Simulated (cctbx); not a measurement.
# Tl2As4Pb3: precision against data quality

Space group C2/c (no. 15), a = 12.7630 Å, b = 10.1200 Å, c = 6.5390 Å, α = 90.00°, β = 93.22°, γ = 90.00°.

```csv
atom,mult.,x,y,z,Ueq (Å²)
Pb1,8,0.6142,0.6410,0.5418,0.0078
Pb2,4,1/2,0.0987,3/4,0.0095
Tl1,8,0.2989,0.8799,0.5826,0.0113
As1,8,0.6242,0.3252,0.5152,0.0169
As2,8,0.3381,0.9289,0.9248,0.0122
```

This is a model crystal, built by substitution and not relaxed, with assumed displacement parameters.

Five simulated data sets (cctbx; Ag Kα, λ = 0.56087 Å; 1.5 % proportional error) differ in resolution or exposure (noise floor 8 counts in the first three, 8 in the last two). Each is refined with the right model, isotropic at 1.1 Å and anisotropic otherwise. How do the figures of merit and the uncertainties move?

```csv
d min (Å),top counts,"⟨I/σ⟩ (unmerged, absences included)",unique,param. (scale apart),Rint,R1,GooF,largest s.u. xyz (fractional),s.u. U of As1 (Å²),largest error (Å)
1.1,5000,5.8,331,18,0.034,0.0185,0.98,0.00036,0.0006,0.0037
0.84,5000,4.9,746,41,0.043,0.0202,0.92,0.00023,0.0007,0.0024
0.6,5000,3.4,2035,41,0.061,0.0294,0.93,0.00018,0.0005,0.0011
0.75,300,0.6,1043,41,0.360,0.0959,0.93,0.00185,0.0054,0.0174
0.75,3000,3.4,1043,41,0.064,0.0293,0.93,0.00030,0.0009,0.0026
```

The number of reflections grows roughly as 1/d³: 331, 746 and 2035 here. R1 follows the noise rather than the truth: at 300 counts it is 0.0959, at 3000 counts 0.0293, while GooF is 0.93 and 0.93: the weights 1/σ² carry the noise. The s.u. of U (U11 where anisotropic) for As1 goes 0.0006, 0.0007, 0.0005 Å² with resolution and 0.0054, 0.0009 Å² with exposure.

Hardware for the 0.6 Å refinement: 0.41 s on 1 thread of Arm Neoverse V2, on a shared host, peak memory 0.09 GiB.

[Logs are printed without paths, hosts, clocks, repeated set-up lines and the standing remarks that a program may print on its own settings, such as how far it seeks lower states.]
